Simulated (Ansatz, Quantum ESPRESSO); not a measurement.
# YHf (Pm-3m): phonons by linear response, part 2 of 4

How does YHf (Pm-3m) vibrate, and is this structure a minimum?

Quantum ESPRESSO 7.5; DFT LDA, scalar-relativistic, plane waves, JTH PAW pseudopotentials.

So far. Step 2 (A probe with smearing): No gap opens on this mesh, so smearing is kept; the start stands at -5.0 GPa. Step 4 (Self-consistent run for the response): The cell stands at -0.077 GPa, close enough for phonons. The relaxed cell has a = 3.647 Å (conventional setting).

The structure was built from a prototype and need not be the compound's stable phase.

### Step 5. Phonons on a q mesh

Linear response treats each wavevector in the unit cell, with no supercell; the 2×2×2 mesh fixes the range of the force constants to be had.

ph.in reads:

```
phonons
&inputph
   prefix = 'x'
   outdir = './tmp'
   fildyn = 'x.dyn'
   tr2_ph = 1.0d-18
   alpha_mix(1) = 0.4
   nmix_ph = 8
   ldisp = .true.
   nq1 = 2
   nq2 = 2
   nq3 = 2
/
```

Launch:

```bash
$ OMP_NUM_THREADS=1 mpirun -n 4 ph.x -nk 4 -in ph.in > ph.out
```

The program printed:

```text
[banners, grids, parts of the stress and lines that vanish by symmetry left out]
[banner, memory and clock lines left out]
Program PHONON v.7.5

     ./tmp/x.save/

     file Hf.upf: wavefunction(s)  5S 5P 6P 5D 0D renormalized
     file Y.upf: wavefunction(s)  5S 5P 4D 0D renormalized

     IMPORTANT: XC functional enforced from input :
     Exchange-correlation= PW
                           (   1   4   0   0   0   0   0)
     Any further DFT definition will be discarded
     Please, verify this is what you really want

     G-vector sticks info

     Check: negative core charge=   -0.000019
     Reading collected, re-writing distributed wavefunctions in ./tmp/

     Dynamical matrices for ( 2, 2, 2)  uniform grid of q-points
     (   4 q-points):
       N         xq(1)         xq(2)         xq(3)
       1   0.000000000   0.000000000   0.000000000
       2   0.000000000   0.000000000  -0.500000000
       3   0.000000000  -0.500000000  -0.500000000
       4  -0.500000000  -0.500000000  -0.500000000

     Number and degeneracy of irreps per q-point
       N         xq(1)         xq(2)         xq(3)   N irreps
       1   0.000000000   0.000000000   0.000000000       2
        3   3
       2   0.000000000   0.000000000  -0.500000000       4
        1   2   1   2
       3   0.000000000  -0.500000000  -0.500000000       4
        1   1   2   2
       4  -0.500000000  -0.500000000  -0.500000000       2
        3   3

     Calculation of q =    0.0000000   0.0000000   0.0000000

     phonons

     bravais-lattice index     =            0
     lattice parameter (alat)  =       6.8918  a.u.
     unit-cell volume          =     327.3444 (a.u.)^3
     number of atoms/cell      =            2
     number of atomic types    =            2
     kinetic-energy cut-off    =      40.0000  Ry
     charge density cut-off    =     200.0000  Ry
     convergence threshold     =      1.0E-18
     beta                      =       0.4000
     number of iterations used =            8
     Exchange-correlation= PW
                           (   1   4   0   0   0   0   0)

     celldm(1)=    6.89184  celldm(2)=    0.00000  celldm(3)=    0.00000
     celldm(4)=    0.00000  celldm(5)=    0.00000  celldm(6)=    0.00000

     crystal axes: (cart. coord. in units of alat)
               a(1) = (  1.0000  0.0000  0.0000 )
               a(2) = (  0.0000  1.0000  0.0000 )
               a(3) = (  0.0000  0.0000  1.0000 )

     reciprocal axes: (cart. coord. in units 2 pi/alat)
               b(1) = (  1.0000  0.0000  0.0000 )
               b(2) = (  0.0000  1.0000  0.0000 )
               b(3) = (  0.0000  0.0000  1.0000 )

     Atoms inside the unit cell:

     Cartesian axes

     site n.  atom      mass           positions (alat units)
        1  Hf    178.4900   tau(    1) = (    0.00000    0.00000    0.00000  )
        2  Y      88.9058   tau(    2) = (    0.50000    0.50000    0.50000  )

     Computing dynamical matrix for
                    q = (   0.0000000   0.0000000   0.0000000 )

     49 Sym.Ops. (with q -> -q+G )

     G cutoff =  240.6247  (  15515 G-vectors)     FFT grid: ( 32, 32, 32)
     G cutoff =  192.4998  (  11075 G-vectors)  smooth grid: ( 27, 27, 27)

     number of k points=    35  Gaussian smearing, width (Ry)=  0.0200

     PseudoPot. # 1 for Hf read from file:
     ./pseudo/Hf.upf
     Pseudo is Projector augmented-wave + core cor, Zval = 12.0
     Shape of augmentation charge: SINC**2
     Using radial grid of 1119 points,  6 beta functions with:
                l(1) =   0
                l(2) =   0
                l(3) =   1
                l(4) =   1
                l(5) =   2
                l(6) =   2
     Q(r) pseudized with 0 coefficients

     PseudoPot. # 2 for Y  read from file:
     ./pseudo/Y.upf
     Pseudo is Projector augmented-wave + core cor, Zval = 11.0
     Shape of augmentation charge: BESSEL
     Using radial grid of 1070 points,  6 beta functions with:
                l(1) =   0
                l(2) =   0
                l(3) =   1
                l(4) =   1
                l(5) =   2
                l(6) =   2
     Q(r) pseudized with 0 coefficients

     Mode symmetry, O_h (m-3m)  point group:

     Atomic displacements:
     There are    2 irreducible representations

     Representation     1      3 modes -  To be done

     Representation     2      3 modes -  To be done

     Alpha used in Ewald sum =   1.9000

     Representation #   1 modes #   1   2   3

     Self-consistent Calculation
      iter #   1   av.it.:   7.3
      thresh= 1.000E-02 alpha_mix =  0.400 |ddv_scf|^2 =  3.012E-06
      iter #   2   av.it.:  12.7
      thresh= 1.736E-04 alpha_mix =  0.400 |ddv_scf|^2 =  4.946E-08
      iter #   3   av.it.:  13.3
      thresh= 2.224E-05 alpha_mix =  0.400 |ddv_scf|^2 =  5.799E-09
      iter #   4   av.it.:  13.6
      thresh= 7.615E-06 alpha_mix =  0.400 |ddv_scf|^2 =  2.207E-10
      iter #   5   av.it.:  13.9
      thresh= 1.486E-06 alpha_mix =  0.400 |ddv_scf|^2 =  8.329E-12
      iter #   6   av.it.:  13.2
      thresh= 2.886E-07 alpha_mix =  0.400 |ddv_scf|^2 =  3.590E-13
      iter #   7   av.it.:  12.1
      thresh= 5.992E-08 alpha_mix =  0.400 |ddv_scf|^2 =  1.588E-14
      iter #   8   av.it.:  14.7
      thresh= 1.260E-08 alpha_mix =  0.400 |ddv_scf|^2 =  8.249E-17
      iter #   9   av.it.:  14.2
      thresh= 9.082E-10 alpha_mix =  0.400 |ddv_scf|^2 =  2.430E-18
      iter #  10   av.it.:  14.1
      thresh= 1.559E-10 alpha_mix =  0.400 |ddv_scf|^2 =  2.674E-20

     End of self-consistent calculation

     Convergence has been achieved

     Representation #   2 modes #   4   5   6

     Self-consistent Calculation
      iter #   1   av.it.:   7.5
      thresh= 1.000E-02 alpha_mix =  0.400 |ddv_scf|^2 =  3.378E-06
      iter #   2   av.it.:  12.9
      thresh= 1.838E-04 alpha_mix =  0.400 |ddv_scf|^2 =  5.685E-08
      iter #   3   av.it.:  13.2
      thresh= 2.384E-05 alpha_mix =  0.400 |ddv_scf|^2 =  8.768E-09
      iter #   4   av.it.:  13.6
      thresh= 9.364E-06 alpha_mix =  0.400 |ddv_scf|^2 =  2.001E-10
[...]
End of self-consistent calculation

     Convergence has been achieved

     Number of q in the star =    1
     List of q in the star:
          1   0.000000000   0.000000000   0.000000000

     Diagonalizing the dynamical matrix

     q = (    0.000000000   0.000000000   0.000000000 )

 **************************************************************************
     freq (    1) =       0.057976 [THz] =       1.933879 [cm-1]
     freq (    2) =       0.057976 [THz] =       1.933879 [cm-1]
     freq (    3) =       0.057976 [THz] =       1.933879 [cm-1]
     freq (    4) =       4.448522 [THz] =     148.386729 [cm-1]
     freq (    5) =       4.448522 [THz] =     148.386729 [cm-1]
     freq (    6) =       4.448522 [THz] =     148.386729 [cm-1]
 **************************************************************************

     Mode symmetry, O_h (m-3m)  point group:

     freq (   1-   3) =          1.9  [cm-1]   --> T_1u G_15  G_4- I
     freq (   4-   6) =        148.4  [cm-1]   --> T_1u G_15  G_4- I

     Calculation of q =    0.0000000   0.0000000  -0.5000000
     [... set-up and bands at k+q left out ...]

     Mode symmetry, D_4h(4/mmm) point group:

     Atomic displacements:
     There are    4 irreducible representations

     Representation     1      1 modes -  To be done

     Representation     2      2 modes -  To be done

     Representation     3      1 modes -  To be done

     Representation     4      2 modes -  To be done

     Message from routine init_vloc:
     Interpolation table for Vloc re-allocated

     Alpha used in Ewald sum =   1.9000

     Representation #   1 mode #   1

     Self-consistent Calculation

[...]
End of self-consistent calculation

     Convergence has been achieved

     Representation #   2 modes #   2   3

     Self-consistent Calculation

[...]
End of self-consistent calculation

     Convergence has been achieved

     Representation #   3 mode #   4

     Self-consistent Calculation

[...]
End of self-consistent calculation

     Convergence has been achieved

     Representation #   4 modes #   5   6

     Self-consistent Calculation

[...]
End of self-consistent calculation

     Convergence has been achieved

     Number of q in the star =    3
     List of q in the star:
          1   0.000000000   0.000000000  -0.500000000
          2   0.000000000  -0.500000000   0.000000000
          3  -0.500000000   0.000000000   0.000000000

     Diagonalizing the dynamical matrix

     q = (    0.000000000   0.000000000  -0.500000000 )

 **************************************************************************
     freq (    1) =      -0.543593 [THz] =     -18.132303 [cm-1]
     freq (    2) =       2.328618 [THz] =      77.674336 [cm-1]
     freq (    3) =       2.328618 [THz] =      77.674336 [cm-1]
     freq (    4) =       3.086229 [THz] =     102.945516 [cm-1]
     freq (    5) =       3.086229 [THz] =     102.945516 [cm-1]
     freq (    6) =       3.660674 [THz] =     122.106924 [cm-1]
 **************************************************************************

     Mode symmetry, D_4h(4/mmm) point group:

     freq (   1-   1) =        -18.1  [cm-1]   --> A_2u X_4' M_4'
     freq (   2-   3) =         77.7  [cm-1]   --> E_u  X_5' M_5'
     freq (   4-   5) =        102.9  [cm-1]   --> E_g  X_5  M_5
     freq (   6-   6) =        122.1  [cm-1]   --> A_1g X_1  M_1

     Calculation of q =    0.0000000  -0.5000000  -0.5000000
     [... set-up and bands at k+q left out ...]

     Mode symmetry, D_4h(4/mmm) point group:

     Atomic displacements:
     There are    4 irreducible representations

     Representation     1      1 modes -  To be done

     Representation     2      1 modes -  To be done

     Representation     3      2 modes -  To be done

     Representation     4      2 modes -  To be done

     Alpha used in Ewald sum =   1.9000

     Representation #   1 mode #   1

     Self-consistent Calculation

[...]
End of self-consistent calculation

     Convergence has been achieved

     Representation #   2 mode #   2

     Self-consistent Calculation

[...]
End of self-consistent calculation

     Convergence has been achieved

     Representation #   3 modes #   3   4

     Self-consistent Calculation

[...]
End of self-consistent calculation

     Convergence has been achieved

     Representation #   4 modes #   5   6

     Self-consistent Calculation

[...]
End of self-consistent calculation

     Convergence has been achieved

     Number of q in the star =    3
     List of q in the star:
          1   0.000000000  -0.500000000  -0.500000000
          2  -0.500000000  -0.500000000   0.000000000
          3  -0.500000000   0.000000000  -0.500000000

     Diagonalizing the dynamical matrix

     q = (    0.000000000  -0.500000000  -0.500000000 )

 **************************************************************************
     freq (    1) =      -2.804249 [THz] =     -93.539672 [cm-1]
     freq (    2) =      -2.804249 [THz] =     -93.539672 [cm-1]
     freq (    3) =       2.347564 [THz] =      78.306302 [cm-1]
     freq (    4) =       2.731471 [THz] =      91.112067 [cm-1]
     freq (    5) =       4.111371 [THz] =     137.140588 [cm-1]
     freq (    6) =       4.111371 [THz] =     137.140588 [cm-1]
 **************************************************************************

     Mode symmetry, D_4h(4/mmm) point group:

     freq (   1-   2) =        -93.5  [cm-1]   --> E_u  X_5' M_5'
     freq (   3-   3) =         78.3  [cm-1]   --> B_1u X_2' M_2'
     freq (   4-   4) =         91.1  [cm-1]   --> A_2u X_4' M_4'
     freq (   5-   6) =        137.1  [cm-1]   --> E_u  X_5' M_5'

     Calculation of q =   -0.5000000  -0.5000000  -0.5000000
     [... set-up and bands at k+q left out ...]

     Mode symmetry, O_h (m-3m)  point group:

     Atomic displacements:
     There are    2 irreducible representations

     Representation     1      3 modes -  To be done

     Representation     2      3 modes -  To be done

     Alpha used in Ewald sum =   1.9000

     Representation #   1 modes #   1   2   3

     Self-consistent Calculation

[...]
End of self-consistent calculation

     Convergence has been achieved

     Representation #   2 modes #   4   5   6

     Self-consistent Calculation

[...]
iter #   4   av.it.:  13.7
      thresh= 1.001E-05 alpha_mix =  0.400 |ddv_scf|^2 =  9.003E-11

      iter #   5   av.it.:  14.2
      thresh= 9.488E-07 alpha_mix =  0.400 |ddv_scf|^2 =  9.026E-12

      iter #   6   av.it.:  14.4
      thresh= 3.004E-07 alpha_mix =  0.400 |ddv_scf|^2 =  1.005E-12

      iter #   7   av.it.:  13.1
      thresh= 1.003E-07 alpha_mix =  0.400 |ddv_scf|^2 =  1.602E-15

      iter #   8   av.it.:  14.4
      thresh= 4.003E-09 alpha_mix =  0.400 |ddv_scf|^2 =  1.824E-16

      iter #   9   av.it.:  14.4
      thresh= 1.351E-09 alpha_mix =  0.400 |ddv_scf|^2 =  8.193E-18

      iter #  10   av.it.:  13.4
      thresh= 2.862E-10 alpha_mix =  0.400 |ddv_scf|^2 =  2.862E-20

     End of self-consistent calculation

     Convergence has been achieved

     Number of q in the star =    1
     List of q in the star:
          1  -0.500000000  -0.500000000  -0.500000000

     Diagonalizing the dynamical matrix

     q = (   -0.500000000  -0.500000000  -0.500000000 )

 **************************************************************************
     freq (    1) =      -1.751014 [THz] =     -58.407545 [cm-1]
     freq (    2) =      -1.751014 [THz] =     -58.407545 [cm-1]
     freq (    3) =      -1.751014 [THz] =     -58.407545 [cm-1]
     freq (    4) =       2.700261 [THz] =      90.071025 [cm-1]
     freq (    5) =       2.700261 [THz] =      90.071025 [cm-1]
     freq (    6) =       2.700261 [THz] =      90.071025 [cm-1]
 **************************************************************************

     Mode symmetry, O_h (m-3m)  point group:

     freq (   1-   3) =        -58.4  [cm-1]   --> T_1u G_15  G_4-
     freq (   4-   6) =         90.1  [cm-1]   --> T_2g G_25' G_5+


[key lines of the parts left out:]
the Fermi energy is    13.1000 ev
```

Run time: 8.2 min. Hardware: 4 MPI ranks of Arm Neoverse V1, shared host; 33 min of CPU time.

This step gave:

| Property | Result |
| --- | --- |
| largest acoustic frequency at the zone centre before the sum rule | 1.93 cm⁻¹ |
| highest optical zone-centre mode (no LO-TO term) | 148.4 cm⁻¹ |
| lowest optical zone-centre mode | 148.4 cm⁻¹ |
| lowest mode on the q mesh (acoustic ones at the zone centre apart) | -93.54 cm⁻¹ |

Frequencies (cm⁻¹) at each irreducible wavevector; negative means imaginary. Frequencies by wavevector:

| q (fractions) | star | mode 1 | mode 2 | mode 3 | mode 4 | mode 5 | mode 6 |
| --- | --- | --- | --- | --- | --- | --- | --- |
| 0 0 0 | 1 | 1.93 | 1.93 | 1.93 | 148.4 | 148.4 | 148.4 |
| 0 0 -0.5 | 3 | -18.13 | 77.67 | 77.67 | 103 | 103 | 122.1 |
| 0 -0.5 -0.5 | 3 | -93.54 | -93.54 | 78.31 | 91.11 | 137.1 | 137.1 |
| -0.5 -0.5 -0.5 | 1 | -58.41 | -58.41 | -58.41 | 90.07 | 90.07 | 90.07 |

The acoustic modes at Γ come out as far as 1.9 cm⁻¹ from zero, where they should vanish, a small numerical error.

### Step 6. Force constants in real space

The dynamical matrices of the mesh are Fourier-transformed to force constants in real space.

q2r.in reads:

```
&input
   fildyn = 'x.dyn'
   zasr = 'simple'
   flfrc = 'x.fc'
/
```

Launch:

```bash
$ q2r.x < q2r.in > q2r.out
```

The program printed:

```text
[banners, grids, parts of the stress and lines that vanish by symmetry left out]
[banner, memory and clock lines left out]
Program Q2R v.7.5

  reading grid info from file x.dyn0

  reading force constants from file x.dyn1
  Dielectric Tensor not found
  nqs=            1
 q=   0.00000000  0.00000000  0.00000000
  reading force constants from file x.dyn2
  nqs=            3
 q=   0.00000000  0.00000000 -0.50000000
[...]
reading force constants from file x.dyn3
  nqs=            3
[...]
q=  -0.50000000  0.00000000 -0.50000000
  reading force constants from file x.dyn4
  nqs=            1
 q=  -0.50000000 -0.50000000 -0.50000000

      q-space grid ok, #points =    8

      fft-check success (sum of imaginary terms < 10^-12)
```

Run time: 0.45 s. Hardware: 1 thread.

### Step 7. Interpolated phonon bands

From the force constants any wavevector is cheap; points of the mesh come back as solved, but for the sum rule and, in polar crystals, the LO-TO term at Γ; the rest is interpolation.

matdyn.in reads:

```
&input
   asr = 'simple'
   flfrc = 'x.fc'
   flfrq = 'x.freq'
   flvec = 'x.modes'
   q_in_band_form = .true.
   q_in_cryst_coord = .true.
/
8
  0.0000000   0.0000000   0.0000000  12  ! GAMMA
  0.0000000   0.5000000   0.0000000  12  ! X
  0.5000000   0.5000000   0.0000000  12  ! M
  0.0000000   0.0000000   0.0000000  12  ! GAMMA
  0.5000000   0.5000000   0.5000000  12  ! R
  0.0000000   0.5000000   0.0000000   1  ! X
  0.5000000   0.5000000   0.5000000  12  ! R
  0.5000000   0.5000000   0.0000000   1  ! M
```

Launch:

```bash
$ matdyn.x -in matdyn.in > matdyn.out
```

The program printed:

```text
[banner, memory and clock lines left out]
Program MATDYN v.7.5

 mass for atomic type   1 not given; uses mass from file x.fc
 mass for atomic type   2 not given; uses mass from file x.fc
     Message from routine matdyn:
     Z* not found in file x.fc, TO-LO splitting at q=0 will be absent!
     Message from routine matdyn:
     Z* not found in file x.fc, TO-LO splitting at q=0 will be absent!

Note: The following floating-point exceptions are signalling: IEEE_UNDERFLOW_FLAG
```

Elapsed: 0.45 s, on 1 thread.

This step gave:

```yaml
lowest_frequency_on_the_path: -93.56 cm⁻¹
```

Matdyn.x, sum rule simple. The phonon branches at the labelled points (cm⁻¹):

| point | branch 1 | branch 2 | branch 3 | branch 4 | branch 5 | branch 6 |
| --- | --- | --- | --- | --- | --- | --- |
| Γ | 0 | 0 | 0 | 148 | 148 | 148 |
| halfway | -11 | 42 | 42 | 133 | 133 | 136 |
| X | -18 | 78 | 78 | 103 | 103 | 122 |
| halfway | -73 | -48 | 85 | 91 | 124 | 134 |
| M | -94 | -94 | 78 | 91 | 137 | 137 |
| halfway | -65 | 50 | 57 | 115 | 119 | 141 |
| Γ | 0 | 0 | 0 | 148 | 148 | 148 |
| halfway | -46 | -46 | 23 | 114 | 125 | 125 |
| R | -58 | -58 | -58 | 90 | 90 | 90 |
| halfway | -80 | -49 | 45 | 97 | 116 | 129 |
| X | -18 | 78 | 78 | 103 | 103 | 122 |
| jump to R | -58 | -58 | -58 | 90 | 90 | 90 |
| halfway | -83 | -83 | 49 | 84 | 119 | 119 |
| M | -94 | -94 | 78 | 91 | 137 | 137 |

The phonon branches as a text plot (rows in cm⁻¹):

```
    143 |***               ***********
    133 |   **     ********   **    * **            ***       ***
    123 |    ********      * **      *  **         *   ***   *
    113 |     *   *         *         ******     *******    *
    103 |      ****        *               ***  **   ***** *
     93 |          ** *****                 *********     **    *
     83 |        *********                                  *****
     73 |      ***        **                           ***    *
     63 |     *             *         **              **
     53 |    *    *          **      *               *       *
     43 |   *                 **    *               *
     32 |                      **                  *        *
     22 |  *                *   *  *    *             *
     12 | *                      *
      2 |*                        *
     -8 | ****                   * *
    -18 |     ***  *                *             *      *
    -28 |                       *    *               *  *
    -38 |        *             *      **         *         *
    -48 |         *        *  *         ***     *   *  *
    -58 |                    *             ****** **      *
    -68 |          **     * *             ****  **    *    *
    -78 |           **   * *                     *****      **
    -89 |            ******                                   ***
         Γ      X      M          Γ            R        X|R     M
```

Lowest modes at the softest wavevector of the mesh; phase exp(i q.(R + tau)). Modes at q = (0.000, 0.500, 0.500), with each element's share of the kinetic energy (negative means imaginary):

| mode | frequency (cm⁻¹) | Hf % | Y % |
| --- | --- | --- | --- |
| 1 | -93.5 | 78 | 22 |
| 2 | -93.5 | 78 | 22 |
| 3 | 78.3 | 0 | 100 |
| 4 | 91.1 | 100 | 0 |
| 5 | 137.1 | 22 | 78 |
| 6 | 137.1 | 22 | 78 |

Displacements in mode 2 (-93.5 cm⁻¹), the largest set to 1, in the home cell:
```
Hf1 0.00 0.00 1.00
Y2  0.00 0.74 0.00
```

Displacements in mode 6 (137.1 cm⁻¹), the largest set to 1, in the home cell:
```
Hf1  0.00  0.37  0.00
Y2   0.00  0.00 -1.00
```

Force constants by pair (phonopy on the run's constants); pairs near half the supercell's span include their periodic images. Pair force constants, by row:

| atom | neighbour | distance (Å) | third of the trace (eV/Å²) | along the pair's line (eV/Å²) |
| --- | --- | --- | --- | --- |
| Hf1 | itself | 0 | 1.504 | – |
| Hf1 | Y | 3.158 | -0.6006 | -1.913 |
| Hf1 | Hf | 3.647 | 1.128 | 3.039 |
| Hf1 | Hf | 5.158 | -0.0737 | -0.3334 |
| Hf1 | Hf | 6.317 | 0.1377 | 0.1377 |
| Y2 | itself | 0 | 3.71 | – |
| Y2 | Hf | 3.158 | -0.6006 | -1.913 |
| Y2 | Y | 3.647 | 0.3268 | -0.2751 |
| Y2 | Y | 5.158 | 0.0062 | 0.0722 |
| Y2 | Y | 6.317 | 0.0957 | 0.0957 |

Mode patterns, pair constants, displacements and means over the zone were worked out by phonopy from the force constants of q2r.x.

The path dips to 94i cm⁻¹.

(Part 2 of 4 ends here.)

[Host names and launcher messages were left out of these logs when they were recorded.]

[Logs are printed without paths, hosts, clocks, repeated set-up lines and the standing remarks that a program may print on its own settings, such as how far it seeks lower states.]

[Hosts, paths, dates, database ids (printed as entryN), source tags and the programs' standing remarks are cut or masked in the printed files.]
